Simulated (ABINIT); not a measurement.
**Quasiparticle gap of AgCl (Fm-3m) in ABINIT**

How does a plane-wave GW calculation on AgCl (Fm-3m) run from the first input to the gap?

Main program and level: ABINIT 10.8.3; PBE and many-body steps on it, plane waves.

## 1. The system as given

The structure is cubic, space group Fm-3m (No. 225). Conventional cell: a = 5.545 Å, b = 5.545 Å, c = 5.545 Å, α = 90.00°, β = 90.00°, γ = 90.00°. Nearest to Ag lie 6 Cl at 2.77 Å. Cl has 6 Ag at 2.77 Å nearest. Farther neighbours, and contacts between anions beyond the nearest, are not listed.

The cell and positions are those that the Materials Project relaxed with its own functionals (PBE, PBE+U or r2SCAN), kept fixed.

## 2. Ground state

This step: ABINIT 10.8.3; DFT, PBE with spin-orbit coupling, plane waves, norm-conserving pseudopotentials.

The ground-state density comes first.

File run.abi:

```
acell 3*1.0 Angstrom
rprim 
  0.000000000000 2.772662996800 2.772662996800
  2.772662996800 0.000000000000 2.772662996800
  2.772662996800 2.772662996800 0.000000000000
ntypat 2
znucl 47 17
natom 2
typat 1 2
xred 
  0.000000000000 0.000000000000 0.000000000000
  0.500000000000 0.500000000000 0.500000000000
pp_dirpath "pseudos"
pseudos "Ag.upf, Cl.upf"
ecut 37
nspinor 2
ngkpt 6 6 6
nshiftk 1
shiftk 0 0 0
kptopt 1
chksymbreak 0
nband 36
occopt 1
tolvrs 1e-10
nstep 60
prtwf 0
optforces 0
optstress 0
indata_prefix "in"
outdata_prefix "out"
tmpdata_prefix "tmp"
```

Launch:

```console
$ OMP_NUM_THREADS=1 mpirun -n 8 abinit run.abi > log
```

Standard output:

```text
.Version 10.8.3 of ABINIT. v10.8.2 released Aug 2026.

 Symmetries : space group Fm -3 m (#225); Bravais cF (face-center cubic)
================================================================================
 Values of the parameters that define the memory need of the present run
     intxc =       0    ionmov =       0      iscf =       7    lmnmax =      16
     lnmax =      16     mgfft =      45  mpssoang =       5    mqgrid =    3001
     natom =       2  nloc_mem =       1    nspden =       1   nspinor =       2
    nsppol =       1      nsym =      48    n1xccc =    2501    ntypat =       2
    occopt =       1   xclevel =       2
-    mband =          36        mffmem =           1         mkmem =           2
       mpw =        3119          nfft =       91125          nkpt =          16
================================================================================
  Rough estimation (10% accuracy) of disk space for files :
================================================================================

--------------------------------------------------------------------------------
------------- Echo of variables that govern the present computation ------------
--------------------------------------------------------------------------------
 -outvars: echo values of preprocessed input variables --------
            acell      1.8897261259E+00  1.8897261259E+00  1.8897261259E+00 Bohr

      chksymbreak           0
             ecut      3.70000000E+01 Hartree
-          fftalg         312

              ixc     -101130
              kpt      0.00000000E+00  0.00000000E+00  0.00000000E+00
                       1.66666667E-01  0.00000000E+00  0.00000000E+00
                       3.33333333E-01  0.00000000E+00  0.00000000E+00
                       5.00000000E-01  0.00000000E+00  0.00000000E+00
                       1.66666667E-01  1.66666667E-01  0.00000000E+00
                       3.33333333E-01  1.66666667E-01  0.00000000E+00
                       5.00000000E-01  1.66666667E-01  0.00000000E+00
                      -3.33333333E-01  1.66666667E-01  0.00000000E+00
                      -1.66666667E-01  1.66666667E-01  0.00000000E+00
   [... 5 further rows ...]
                      -3.33333333E-01  3.33333333E-01  1.66666667E-01
                      -3.33333333E-01  5.00000000E-01  1.66666667E-01
         kptrlatt        6    0    0      0    6    0      0    0    6
          kptrlen      4.44592572E+01
P           mkmem           2
            natom           2
            nband          36
            ngfft          45      45      45
             nkpt          16
          nspinor           2
            nstep          60
             nsym          48
           ntypat           2
              occ      1.000000  1.000000  1.000000  1.000000  1.000000  1.000000
                       1.000000  1.000000  1.000000  1.000000  1.000000  1.000000
                       1.000000  1.000000  1.000000  1.000000  1.000000  1.000000
                       1.000000  1.000000  1.000000  1.000000  1.000000  1.000000
                       1.000000  1.000000  0.000000  0.000000  0.000000  0.000000
                       0.000000  0.000000  0.000000  0.000000  0.000000  0.000000
        optforces           0
        optstress           0
            prtwf           0
            rprim      0.0000000000E+00  2.7726629968E+00  2.7726629968E+00
[...]
spgroup         225

           tolvrs      1.00000000E-10

             xred      0.0000000000E+00  0.0000000000E+00  0.0000000000E+00
[...]
znucl       47.00000   17.00000

================================================================================

 chkinp: Checking input parameters for consistency.

================================================================================
== DATASET  1 ==================================================================
-   mpi_nproc: 8, omp_nthreads: 1 (-1 if OMP is not activated)

--- !DatasetInfo
iteration_state: {dtset: 1, }
dimensions: {natom: 2, nkpt: 16, mband: 36, nsppol: 1, nspinor: 2, nspden: 1, mpw: 3119, }
cutoff_energies: {ecut:  37.0, pawecutdg:  -1.0, }
electrons: {nelect:   2.60000000E+01, charge:   0.00000000E+00, occopt:   1.00000000E+00, tsmear:   1.00000000E-02, }

 Real(R)+Recip(G) space primitive vectors, cartesian coordinates (Bohr,Bohr^-1):
 R(1)=  0.0000000  5.2395737  5.2395737  G(1)= -0.0954276  0.0954276  0.0954276
 R(2)=  5.2395737  0.0000000  5.2395737  G(2)=  0.0954276 -0.0954276  0.0954276
 R(3)=  5.2395737  5.2395737  0.0000000  G(3)=  0.0954276  0.0954276 -0.0954276
 Unit cell volume ucvol=  2.8768542E+02 bohr^3
 Angles (23,13,12)=  6.00000000E+01  6.00000000E+01  6.00000000E+01 degrees

 getcut: wavevector=  0.0000  0.0000  0.0000  ngfft=  45  45  45
         ecut(hartree)=     37.000   => boxcut(ratio)=   2.16858

--- Pseudopotential description ------------------------------------------------
- Ag Generated using ONCVPSP code by D. R. Hamann
- 47.00000  19.00000  180423                  znucl, zion, pspdat
12 -101130 2 -1 1538                          pspcod,pspxc,lmax,lloc,mmax
     nproj     2     4     3     0
     spin-orbit psp
        nprojso     4     3     0
  pspatm : epsatm=   27.57090862
         --- l  ekb(1:nproj) -->
[...]
1    3.421747   -0.133403   -0.005404    0.000059
             2   -1.590543   -0.389496   -0.000033
  spin-orbit 1    0.378644   -0.145753    0.014436   -0.000735
  spin-orbit 2    0.045013    0.011481   -0.000579
 pspatm: atomic psp has been read  and splines computed

- Cl Generated using ONCVPSP code by D. R. Hamann
- 17.00000   7.00000  180423                  znucl, zion, pspdat
12 -101130 2 -1 1028                          pspcod,pspxc,lmax,lloc,mmax
     nproj     2     3     2     0
     spin-orbit psp
        nprojso     3     4     0
  pspatm : epsatm=    9.13178236
         --- l  ekb(1:nproj) -->
[...]
1    3.824209    1.109357    0.000464
             2   -2.938426   -0.805416
  spin-orbit 1    0.132832   -0.034678    0.012887
  spin-orbit 2    0.001681    0.000419   -0.000137   -0.000027
 pspatm: atomic psp has been read  and splines computed

   9.54269965E+02                                ecore*ucvol(ha*bohr**3)
--------------------------------------------------------------------------------

_setup2: Arith. and geom. avg. npw (full set) are    3089.792    3089.776

================================================================================

--- !BeginCycle
iteration_state: {dtset: 1, }
solver: {iscf: 7, nstep: 60, nline: 4, wfoptalg: 0, }
tolerances: {tolvrs: 1.00E-10, }

     iter   Etot(hartree)      deltaE(h)  residm     vres2
 ETOT  1  -171.25299291993    -1.713E+02 1.632E-01 1.068E+02
 ETOT  2  -171.43052614169    -1.775E-01 5.121E-03 2.174E+01
 ETOT  3  -171.43287635734    -2.350E-03 2.487E-03 2.738E-01
 ETOT  4  -171.43288032431    -3.967E-06 1.918E-03 3.895E-02
 ETOT  5  -171.43287741791     2.906E-06 2.007E-03 3.966E-02
 ETOT  6  -171.43288400190    -6.584E-06 5.403E-04 1.427E-04
 ETOT  7  -171.43288403376    -3.185E-08 3.563E-04 3.578E-06
 ETOT  8  -171.43288403411    -3.555E-10 8.639E-05 9.790E-09
 ETOT  9  -171.43288403411    -1.194E-12 4.558E-05 4.388E-10
 ETOT 10  -171.43288403411    -4.547E-13 3.709E-05 2.332E-12

 At SCF step   10       vres2   =  2.33E-12 < tolvrs=  1.00E-10 =>converged.

--- !ResultsGS
iteration_state: {dtset: 1, }
comment   : Summary of ground state results
lattice_vectors:
- [  0.0000000,   5.2395737,   5.2395737, ]
- [  5.2395737,   0.0000000,   5.2395737, ]
- [  5.2395737,   5.2395737,   0.0000000, ]
lattice_lengths: [   7.40988,    7.40988,    7.40988, ]
lattice_angles: [ 60.000,  60.000,  60.000, ] # degrees, (23, 13, 12)
lattice_volume:   2.8768542E+02
convergence: {deltae: -4.547E-13, res2:  2.332E-12, residm:  3.709E-05, diffor:  0.000E+00, }
etotal    :  -1.71432884E+02
entropy   :   0.00000000E+00
fermie    :   1.73604347E-01
cartesian_stress_tensor: null
pressure_GPa: null
xred      :
- [  0.0000E+00,   0.0000E+00,   0.0000E+00, Ag]
- [  5.0000E-01,   5.0000E-01,   5.0000E-01, Cl]
cartesian_forces: null
force_length_stats: {min: null, max: null, mean: null, }

 Integrated electronic density in atomic spheres:
 ------------------------------------------------
 Atom  Sphere_radius  Integrated_density
    1        2.00000         16.40004187
    2        2.00000          5.03300201
================================================================================

 ----iterations are completed or convergence reached----

 Mean square residual over all n,k,spin=   20.319E-08; max=  37.088E-06
 reduced coordinates (array xred) for    2 atoms
       0.000000      0.000000      0.000000
       0.500000      0.500000      0.500000
 rms dE/dt=  0.0000E+00; max dE/dt=  0.0000E+00; dE/dt below (all hartree)
    1       0.000000      0.000000      0.000000
    2       0.000000      0.000000      0.000000

 cartesian coordinates (angstrom) at end:
    1      0.000000     0.000000     0.000000
    2      2.772663     2.772663     2.772663
 length scales=  1.889726  1.889726  1.889726 bohr
              =  1.000000  1.000000  1.000000 angstroms
 prteigrs : about to open file out_EIG
 Fermi (or HOMO) energy (hartree) =   0.17360   Average Vxc (hartree)=  -0.37632
 Eigenvalues (hartree) for nkpt=  16  k points:
 kpt#   1, nband= 36, wtk=  0.00463, kpt=  0.0000  0.0000  0.0000 (reduced coord)
  -3.12412   -3.12412   -1.91351   -1.91351   -1.72681   -1.72681   -1.72681   -1.72681
  -0.38459   -0.38459    0.07103    0.07103    0.07103    0.07103    0.08331    0.08331
   0.08869    0.08869    0.08869    0.08869    0.08993    0.08993    0.09094    0.09094
   0.09094    0.09094    0.20562    0.20562    0.56439    0.56439    0.56439    0.56439
   0.56708    0.56708    0.62869    0.62869
 prteigrs : prtvol=0 or 1, do not print more k-points.

--- !EnergyTerms
iteration_state     : {dtset: 1, }
comment             : Components of total free energy in Hartree
kinetic             :  5.891555E+01
hartree             :  5.043261E+01
xc                  : -2.767473E+01
Ewald energy        : -1.035228E+02
psp_core            :  3.317061E+00
local_psp           : -1.530961E+02
non_local_psp       :  1.956087E-01
total_energy        : -1.714329E+02
total_energy_eV     : -4.664926E+03
band_energy         : -1.647136E+01

== END DATASET(S) ==============================================================
================================================================================

 -outvars: echo values of variables after computation  --------
           etotal     -1.7143288403E+02
            nband          36
             nkpt          16
          spgroup         225
 [... the other variables as echoed above ...]

 Calculation completed.
```

Elapsed: 25 s, on 8 MPI ranks of Arm Neoverse V2, shared host; peak memory 0.67 GiB.

This step gave:

```yaml
total_energy: -4664.9264 eV
gap: 0.8713 eV
k_of_the_valence_top: 0.5, 0, 0
k_of_the_conduction_bottom: 0, 0, 0
least_direct_gap: 3.121 eV
```

The gap is indirect, with the least direct gap 2.25 eV higher.

## 3. Bands along the symmetry lines

The cheap functional maps the bands first; the places of the edges decide which points the dearer methods must see.

File run.abi:

```
acell 3*1.0 Angstrom
rprim 
  0.000000000000 2.772662996800 2.772662996800
  2.772662996800 0.000000000000 2.772662996800
  2.772662996800 2.772662996800 0.000000000000
ntypat 2
znucl 47 17
natom 2
typat 1 2
xred 
  0.000000000000 0.000000000000 0.000000000000
  0.500000000000 0.500000000000 0.500000000000
pp_dirpath "pseudos"
pseudos "Ag.upf, Cl.upf"
ecut 37
nspinor 2
iscf -2
irdden 1
kptopt 0
nkpt 26
kpt 
  0.00000000 0.00000000 0.00000000
  0.12500000 0.00000000 0.12500000
  0.25000000 0.00000000 0.25000000
  0.37500000 0.00000000 0.37500000
  0.50000000 0.00000000 0.50000000
  0.53125000 0.06250000 0.53125000
  0.56250000 0.12500000 0.56250000
  0.59375000 0.18750000 0.59375000
  0.62500000 0.25000000 0.62500000
  0.37500000 0.37500000 0.75000000
  0.28125000 0.28125000 0.56250000
  0.18750000 0.18750000 0.37500000
  0.09375000 0.09375000 0.18750000
  0.00000000 0.00000000 0.00000000
  0.12500000 0.12500000 0.12500000
  0.25000000 0.25000000 0.25000000
  0.37500000 0.37500000 0.37500000
  0.50000000 0.50000000 0.50000000
  0.50000000 0.43750000 0.56250000
  0.50000000 0.37500000 0.62500000
  0.50000000 0.31250000 0.68750000
  0.50000000 0.25000000 0.75000000
  0.50000000 0.18750000 0.68750000
  0.50000000 0.12500000 0.62500000
  0.50000000 0.06250000 0.56250000
  0.50000000 0.00000000 0.50000000
istwfk *1
nband 42
nbdbuf 6
tolwfr 1e-08
nstep 40
prtwf 0
prtvol 0
indata_prefix "in"
outdata_prefix "out"
tmpdata_prefix "tmp"
```

Standard output:

```text
.Version 10.8.3 of ABINIT. v10.8.2 released Aug 2026.

 Symmetries : space group Fm -3 m (#225); Bravais cF (face-center cubic)
[... echo of the input left out ...]
== DATASET  1 ==================================================================
-   mpi_nproc: 8, omp_nthreads: 1 (-1 if OMP is not activated)

--- !DatasetInfo
iteration_state: {dtset: 1, }
dimensions: {natom: 2, nkpt: 26, mband: 42, nsppol: 1, nspinor: 2, nspden: 1, mpw: 3119, }
cutoff_energies: {ecut:  37.0, pawecutdg:  -1.0, }
electrons: {nelect:   2.60000000E+01, charge:   0.00000000E+00, occopt:   1.00000000E+00, tsmear:   1.00000000E-02, }

 Real(R)+Recip(G) space primitive vectors, cartesian coordinates (Bohr,Bohr^-1):
 R(1)=  0.0000000  5.2395737  5.2395737  G(1)= -0.0954276  0.0954276  0.0954276
 R(2)=  5.2395737  0.0000000  5.2395737  G(2)=  0.0954276 -0.0954276  0.0954276
 R(3)=  5.2395737  5.2395737  0.0000000  G(3)=  0.0954276  0.0954276 -0.0954276
 Unit cell volume ucvol=  2.8768542E+02 bohr^3
 Angles (23,13,12)=  6.00000000E+01  6.00000000E+01  6.00000000E+01 degrees

 getcut: wavevector=  0.0000  0.0000  0.0000  ngfft=  45  45  45
         ecut(hartree)=     37.000   => boxcut(ratio)=   2.16858

--- Pseudopotential description ------------------------------------------------
- Ag Generated using ONCVPSP code by D. R. Hamann
- 47.00000  19.00000  180423                  znucl, zion, pspdat
12 -101130 2 -1 1538                          pspcod,pspxc,lmax,lloc,mmax
     nproj     2     4     3     0
     spin-orbit psp
        nprojso     4     3     0
  pspatm : epsatm=   27.57090862
         --- l  ekb(1:nproj) -->
             0   -0.417598    9.560282
             1    3.421747   -0.133403   -0.005404    0.000059
             2   -1.590543   -0.389496   -0.000033
  spin-orbit 1    0.378644   -0.145753    0.014436   -0.000735
  spin-orbit 2    0.045013    0.011481   -0.000579
 pspatm: atomic psp has been read  and splines computed

- Cl Generated using ONCVPSP code by D. R. Hamann
- 17.00000   7.00000  180423                  znucl, zion, pspdat
12 -101130 2 -1 1028                          pspcod,pspxc,lmax,lloc,mmax
     nproj     2     3     2     0
     spin-orbit psp
        nprojso     3     4     0
  pspatm : epsatm=    9.13178236
         --- l  ekb(1:nproj) -->
             0    0.698550    8.138938
             1    3.824209    1.109357    0.000464
             2   -2.938426   -0.805416
  spin-orbit 1    0.132832   -0.034678    0.012887
  spin-orbit 2    0.001681    0.000419   -0.000137   -0.000027
 pspatm: atomic psp has been read  and splines computed

--------------------------------------------------------------------------------

================================================================================
 prteigrs : about to open file out_EIG
 Non-SCF case, kpt    1 (  0.00000  0.00000  0.00000), residuals and eigenvalues=
[...]
Non-SCF case, kpt    2 (  0.12500  0.00000  0.12500), residuals and eigenvalues=
[...]
3.74E-04  2.34E-04
[...]
Non-SCF case, kpt    3 (  0.25000  0.00000  0.25000), residuals and eigenvalues=
[...]
3.23E-04  3.71E-03
[...]
Non-SCF case, kpt   25 (  0.50000  0.06250  0.56250), residuals and eigenvalues=
[...]
Non-SCF case, kpt   26 (  0.50000  0.00000  0.50000), residuals and eigenvalues=
[...]
4.8948E-01  4.8948E-01  5.8945E-01  5.8945E-01  6.0161E-01  6.0161E-01
  7.1125E-01  7.1127E-01  7.1136E-01  7.1138E-01  7.2686E-01  7.2736E-01

--- !ResultsGS
iteration_state: {dtset: 1, }
comment   : Summary of ground state results
lattice_vectors:
- [  0.0000000,   5.2395737,   5.2395737, ]
- [  5.2395737,   0.0000000,   5.2395737, ]
- [  5.2395737,   5.2395737,   0.0000000, ]
lattice_lengths: [   7.40988,    7.40988,    7.40988, ]
lattice_angles: [ 60.000,  60.000,  60.000, ] # degrees, (23, 13, 12)
lattice_volume:   2.8768542E+02
convergence: {deltae:  0.000E+00, res2:  0.000E+00, residm:  9.940E-09, diffor:  0.000E+00, }
etotal    :  -1.71432884E+02
entropy   :   0.00000000E+00
fermie    :   1.73604347E-01
cartesian_stress_tensor: null
pressure_GPa: null
xred      :
- [  0.0000E+00,   0.0000E+00,   0.0000E+00, Ag]
- [  5.0000E-01,   5.0000E-01,   5.0000E-01, Cl]
cartesian_forces: null
force_length_stats: {min: null, max: null, mean: null, }

 Integrated electronic density in atomic spheres:
 ------------------------------------------------
 Atom  Sphere_radius  Integrated_density
    1        2.00000         16.40004187
    2        2.00000          5.03300201
================================================================================

 ----iterations are completed or convergence reached----

 Mean square residual over all n,k,spin=   49.898E-10; max=  99.400E-10
 reduced coordinates (array xred) for    2 atoms
       0.000000      0.000000      0.000000
       0.500000      0.500000      0.500000

 cartesian coordinates (angstrom) at end:
    1      0.000000     0.000000     0.000000
    2      2.772663     2.772663     2.772663
 length scales=  1.889726  1.889726  1.889726 bohr
              =  1.000000  1.000000  1.000000 angstroms
 prteigrs : about to open file out_EIG
 Eigenvalues (hartree) for nkpt=  26  k points:
 kpt#   1, nband= 42, wtk=  1.00000, kpt=  0.0000  0.0000  0.0000 (reduced coord)
[...]
kpt#   2, nband= 42, wtk=  1.00000, kpt=  0.1250  0.0000  0.1250 (reduced coord)
[...]
kpt#   3, nband= 42, wtk=  1.00000, kpt=  0.2500  0.0000  0.2500 (reduced coord)
[...]
kpt#  25, nband= 42, wtk=  1.00000, kpt=  0.5000  0.0625  0.5625 (reduced coord)
[...]
0.73783    0.73817
 kpt#  26, nband= 42, wtk=  1.00000, kpt=  0.5000  0.0000  0.5000 (reduced coord)
[...]
0.11046    0.11046    0.25953    0.25953    0.46490    0.46490    0.48948    0.48948
   0.58945    0.58945    0.60161    0.60161    0.71125    0.71127    0.71136    0.71138
   0.72686    0.72736

== END DATASET(S) ==============================================================
================================================================================

 -outvars: echo values of variables after computation  --------
            nband          42
             nkpt          26
          spgroup         225
 [... the other variables as echoed above ...]

 Calculation completed.
```

The job ended after 26 s (8 MPI ranks; peak memory 0.62 GiB; 3.5 min of CPU time).

This step gave:

* gap: 0.8713 eV
* k of the valence top: 0.5, 0.5, 0.5
* k of the conduction bottom: 0, 0, 0
* least direct gap: 3.099 eV

The gap is 0.871 eV, as in the run before at this level.

Electronic bands along the path, in eV, zero at the top of the highest filled band:

```csv
point,band 23,band 24,band 25,band 26,band 27,band 28,band 29,band 30
Γ,-2.25,-2.25,-2.25,-2.25,0.87,0.87,10.63,10.63
halfway,-1.67,-1.67,-1.30,-1.30,3.39,3.39,7.33,7.33
X,-1.82,-1.82,-1.72,-1.72,2.34,2.34,7.93,7.93
halfway,-1.70,-1.70,-1.65,-1.65,2.69,2.69,7.78,7.78
U,-1.58,-1.58,-1.05,-1.05,3.57,3.57,7.19,7.19
jump to K,-1.58,-1.58,-1.05,-1.05,3.57,3.57,7.19,7.19
halfway,-1.68,-1.68,-0.26,-0.26,3.73,3.73,7.25,7.25
Γ,-2.25,-2.25,-2.25,-2.25,0.87,0.87,10.63,10.63
halfway,-0.84,-0.84,-0.80,-0.80,2.90,2.90,7.73,7.73
L,-0.04,-0.04,0.00,0.00,4.19,4.19,6.50,6.50
halfway,-0.99,-0.99,-0.50,-0.50,4.92,4.92,5.63,5.63
W,-1.77,-1.77,-1.17,-1.17,4.15,4.15,7.75,7.75
halfway,-1.78,-1.78,-1.44,-1.44,3.06,3.06,7.77,7.77
X,-1.82,-1.82,-1.72,-1.72,2.34,2.34,7.93,7.93
```

(Part 1 of 2 ends here.)

[Long decimals in the printed logs are rounded to 6 places.]

[Logs are printed without paths, hosts, clocks, repeated set-up lines and the standing remarks that a program may print on its own settings, such as how far it seeks lower states.]

[Paths, hosts, dates, memory and timing lines, banners, echoed tables and standing remarks are left out of the program output; an Ansatz launch command may be rebuilt from the run's recorded settings. Measured values are a selection of at most five: reports struck by readers or far from the other reports are left out. None is set beside runs whose start may be inverted or whose files or cutoffs have a known fault.]

[Runs of the session that timed out or met a known fault of the program may be left out.]

[Hosts, paths, dates, database ids (printed as entryN), source tags and the programs' standing remarks are cut or masked in the printed files.]

[G0W0 gaps are taken among the corrected bands and points alone; a level outside them can change the order at an edge.]

[Where Ansatz stands beside ABINIT at settings called matched, ABINIT's density can come from a denser mesh and the files from another edition; pairs whose starting gaps differed by over 0.03 eV were left out, so agreement reads better than it is.]
